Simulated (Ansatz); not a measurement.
# Where V_C (site 1) puts its levels in the gap of SiC (P6_3mc), part 2 of 2

Wanted: the transition levels of a vacancy in SiC (P6_3mc), from a cell of 108 host atoms with 1 C taken out.

Ansatz; place-levels on r2SCAN runs: charge-transition levels and formation energies with image-charge correction and potential alignment at the atomic sites; PAW set soft_1.

So far. Step 3 (Levels against the band edges, r2SCAN): Under r2SCAN the gap is 2.37 eV, (+2/+1) 1.24, (+1/0) 1.41, (0/−1) 2.40 (outside the gap), (−1/−2) 2.33 eV; the steps are inverted, so the lowest state changes at (0/−2) 2.37 eV.

## (3) Levels against the band edges, r2SCAN (continued)

Chemical potentials of the elements' reference phases, run alike. Formation energies (elemental references), with the Fermi level at the valence top and at the conduction bottom (gap 2.37 eV):

```
charge  at valence top (eV)  at conduction bottom (eV)  correction included (eV)
    +2                 2.41                       7.15                      0.42
    +1                 3.65                       6.02                      0.07
     0                 5.06                       5.06                      0.00
    −1                 7.46                       5.09                      0.24
    −2                 9.79                       5.06                      0.78
```

```json
{"Fermi level (eV)": "0.00", "lowest formation energy (eV)": "2.41"}
{"Fermi level (eV)": "0.22", "lowest formation energy (eV)": "2.84"}
{"Fermi level (eV)": "0.43", "lowest formation energy (eV)": "3.27"}
{"Fermi level (eV)": "0.65", "lowest formation energy (eV)": "3.70"}
{"Fermi level (eV)": "0.86", "lowest formation energy (eV)": "4.13"}
{"Fermi level (eV)": "1.08", "lowest formation energy (eV)": "4.57"}
{"Fermi level (eV)": "1.29", "lowest formation energy (eV)": "4.95"}
{"Fermi level (eV)": "1.51", "lowest formation energy (eV)": "5.06"}
{"Fermi level (eV)": "1.72", "lowest formation energy (eV)": "5.06"}
{"Fermi level (eV)": "1.94", "lowest formation energy (eV)": "5.06"}
{"Fermi level (eV)": "2.15", "lowest formation energy (eV)": "5.06"}
{"Fermi level (eV)": "2.37", "lowest formation energy (eV)": "5.06"}
```

## (4) The same at the relaxations' own k-points

The relaxations' own energies give the levels at their sampling, for comparison.

levels.relax_mesh.yaml reads:

```yaml
host:
  run: host.relax.run
states: [qm2.relax.run, qm2_M2.relax.run, qm1_M1.relax.run, q0.relax.run, q0_M2.relax.run, qp1_M1.relax.run, qp2.relax.run, qp2_M2.relax.run]
chemical_potentials:
  C:
    energy: -251.553391
    dataset: "<sha256 of the dataset>"
```

Command:

```console
> ansatz place-levels levels.relax_mesh.yaml -- --threads 4 --pin off --max-ram 15073MiB
```

Numbers of over 12 decimals in the logs are rounded to 6 here.

The program printed:

```text
(+2/+1) 0.963 eV above the valence edge, 1.415 eV under the conduction edge
(+1/0) 1.323 eV above the valence edge, 1.055 eV under the conduction edge
(0/-1) 2.249 eV above the valence edge, 0.129 eV under the conduction edge
(-1/-2) 2.266 eV above the valence edge, 0.112 eV under the conduction edge
formation energy of charge +2: +2.862 eV with the Fermi level at the valence edge
formation energy of charge +1: +3.825 eV with the Fermi level at the valence edge
formation energy of charge 0: +5.148 eV with the Fermi level at the valence edge
formation energy of charge -1: +7.398 eV with the Fermi level at the valence edge
formation energy of charge -2: +9.664 eV with the Fermi level at the valence edge
  edges by r2scan, gap 2.378 eV; the host is sampled to repeats of 16.00 Å
[... the lines on each state left out ...]
```

Wall time 0.28 s (4 threads of Arm Neoverse V2, shared host).

Levels between neighbouring charges, in eV above the valence top:

```
                        gap (eV)  (+2/+1)  (+1/0)  (0/−1)  (−1/−2)
one point at (¼, ¼, ¼)      2.38     0.96    1.32    2.25     2.27
  a 2×2×2 shifted mesh      2.37     1.24    1.41    2.40     2.33
```

Going from one point at (¼, ¼, ¼) to a 2×2×2 shifted mesh moves the levels that carry no band-filling term by up to 0.28 eV and formation energies against the elements by up to 0.45 eV.

## (5) place-levels, PBEsol

PBEsol on the same structure is run to see how far the result rests on the functional, though not on the errors that semilocal functionals share.

qm2.pbesol/input.yaml reads:

```yaml
crystal:
  checkpoint: "../qm2.relax.run"
  host: checkpoint
total_charge: -2
basis:
  ecutwfc: 420
  xc_grid: 2
hamiltonian:
  xc: pbesol
  pseudopotentials: { kind: paw, azcp: { folder: soft_1 }, xc_functional: pbe }
kpoints:
  mp_grid: { grid: [2, 2, 2], shift: [0.5, 0.5, 0.5] }
scf:
  occupations: { method: fermi_dirac, width: 0.01 }
  max_iter: 60
output:
  forces: true
  eigenvalues: true
  charged_corrections:
    epsilon: [7.09, 7.09, 7.35]
    static_epsilon: [10.43, 10.43, 10.95]
    defect_position: [0.555556, 0.444444, 0.541528]
  eigenstates: { localisation: true }
  populations: true
  band_densities: [{ bands: [v1, v1] }, { bands: [c1, c1] }]
  write_density: true
  write_potential: true
  volumetric_format: npy
checkpoint:
  write: "../qm2.pbesol.run"
  compress: false
  write_wavefunctions: false
  write_every: 100000
```

Run time: 2.1 min. Hardware: 4 threads; peak memory 6 GiB; 8.4 min of CPU time.

levels.pbesol.yaml reads:

```yaml
host:
  run: host.pbesol.run
  levels_from: { run: edges.pbesol.run }
states: [qm2.pbesol.run, qm2_M2.pbesol.run, qm1_M1.pbesol.run, q0.pbesol.run, q0_M2.pbesol.run, qp1_M1.pbesol.run, qp2.pbesol.run, qp2_M2.pbesol.run]
geometry_from:
  qm2.pbesol.run: qm2.relax.run
  qm2_M2.pbesol.run: qm2_M2.relax.run
  qm1_M1.pbesol.run: qm1_M1.relax.run
  q0.pbesol.run: q0.relax.run
  q0_M2.pbesol.run: q0_M2.relax.run
  qp1_M1.pbesol.run: qp1_M1.relax.run
  qp2.pbesol.run: qp2.relax.run
  qp2_M2.pbesol.run: qp2_M2.relax.run
  host.pbesol.run: host.relax.run
chemical_potentials:
  C:
    energy: -246.668769
    dataset: "<sha256 of the dataset>"
```

Command:

```console
> ansatz place-levels levels.pbesol.yaml -- --threads 4 --pin off --max-ram 15073MiB
```

The program printed:

```text
(+2/+1) 1.070 eV above the valence edge, 0.829 eV under the conduction edge
(+1/0) 1.137 eV above the valence edge, 0.761 eV under the conduction edge
(0/-1) 2.193 eV above the valence edge, in the conduction band; not on the lower envelope
(-1/-2) 2.052 eV above the valence edge (+2.110 eV without the band-filling correction), in the conduction band; not on the lower envelope
[...]
formation energy of charge +2: +2.138 eV with the Fermi level at the valence edge
formation energy of charge +1: +3.207 eV with the Fermi level at the valence edge
formation energy of charge 0: +4.344 eV with the Fermi level at the valence edge
formation energy of charge -1: +6.537 eV with the Fermi level at the valence edge
formation energy of charge -2: +8.589 eV with the Fermi level at the valence edge
  edges by pbesol of host.levels_from (edges.pbesol.run), its mesh sampled to repeats of 30.22 Å (the valence edge +0.076 eV and the conduction edge -0.222 eV from those of the host's own run), gap 1.899 eV; the host is sampled to repeats of 18.47 Å
[... the lines on each state left out ...]
```

Wall time 0.62 s (4 threads).

Under PBEsol the gap is 1.90 eV, (+2/+1) 1.07, (+1/0) 1.14, (0/−1) 2.19 (outside the gap), (−1/−2) 2.05 (outside the gap) (with band filling) eV.

## (6) Cost and result

Levels between neighbouring charges, in eV above each run's own valence top:

```
                                                 gap (eV)  (+2/+1)  (+1/0)  (0/−1)  (−1/−2)  CPU time a state at this stage (restarts are quicker than cold starts)
                     r2SCAN, 2×2×2 shifted mesh      2.37     1.24    1.41    2.40     2.33                                                                  25 min
PBEsol on r2SCAN structures, 2×2×2 shifted mesh      1.90     1.07    1.14    2.19     2.05                                                                  14 min
```

## (7) Summary of results

| Item | Value |
| --- | --- |
| gap of the host | 2.37 eV (r2SCAN) |
| level (plus 2/plus 1) | 1.24 eV above the valence top |
| level (plus 1/0) | 1.41 eV above the valence top |
| level (0/minus 1) | 2.40 eV above the valence top, past the conduction bottom, not a change between lowest states |
| level (minus 1/minus 2) | 2.33 eV above the valence top, not a change between lowest states |
| lowest of the charges placed, just above the valence top (0.02 eV) | +2 |
| lowest of the charges placed, just below the conduction bottom (0.02 eV) | 0 |
| lowest formation energy at mid-gap of the charges run, elemental references | 4.78 eV |

**Reading.** Of the charges placed (−2, −1, 0, +1 and +2), the lowest changes at 1.24 eV (+2/+1) and 1.41 eV (+1/0) above the valence top, in a gap of 2.37 eV. (0/−1) and (−1/−2) lie 0.03 and 0.03 eV from a band edge, less than the doubt on such levels. Charges above +2 were not placed, so these runs say nothing of levels that involve them. States placed: +2 at 0 μB and 2 μB; +1 at 1 μB; 0 at 0 μB and 2 μB; −1 at 1 μB; −2 at 0 μB and 2 μB. Other spin states or structures, where not listed, weren't placed. Going from one point at (¼, ¼, ¼) to a 2×2×2 shifted mesh moves the levels that carry no band-filling term by up to 0.28 eV and formation energies against the elements by up to 0.45 eV. The program doubts the alignment of potentials for at least one state, a sign that the cell is small. What this leaves open: r2SCAN makes the gap too small and tends to spread out bound carriers; force components of up to 0.46 eV/Å remain in a run at the final settings.

Calculation against experiment:

| quantity | measured | PBEsol | r2SCAN |
| --- | --- | --- | --- |
| band gap (least gap of the host) (eV) | 3.03 | 1.90 (-1.13 eV) | 2.37 (-0.66 eV) |

Measured values from arxiv:1806.04908 (2018).

Verdict: For the band gap, of the levels listed nearest comes r2SCAN (-0.66 eV, a clear miss) and farthest PBEsol (-1.13 eV, a clear miss). Local and semilocal functionals usually give gaps below the measured ones. Zero-point and thermal motion shift the measured gap.

[Logs are printed without paths, hosts, clocks, repeated set-up lines and the standing remarks that a program may print on its own settings, such as how far it seeks lower states.]

[Hosts, paths, dates, database ids (printed as entryN), source tags and the programs' standing remarks are cut or masked in the printed files.]

[Where a table of states has a column of steps, it counts the stored structures, which are thinned; the runs took as many ionic steps or more.]

[A defect's name tells the site on which it was built; relaxed atoms can leave that site.]

[For some hosts the program warned that the k-mesh of the response run may be too coarse for force constants and the static dielectric constant; such warnings are not shown here.]
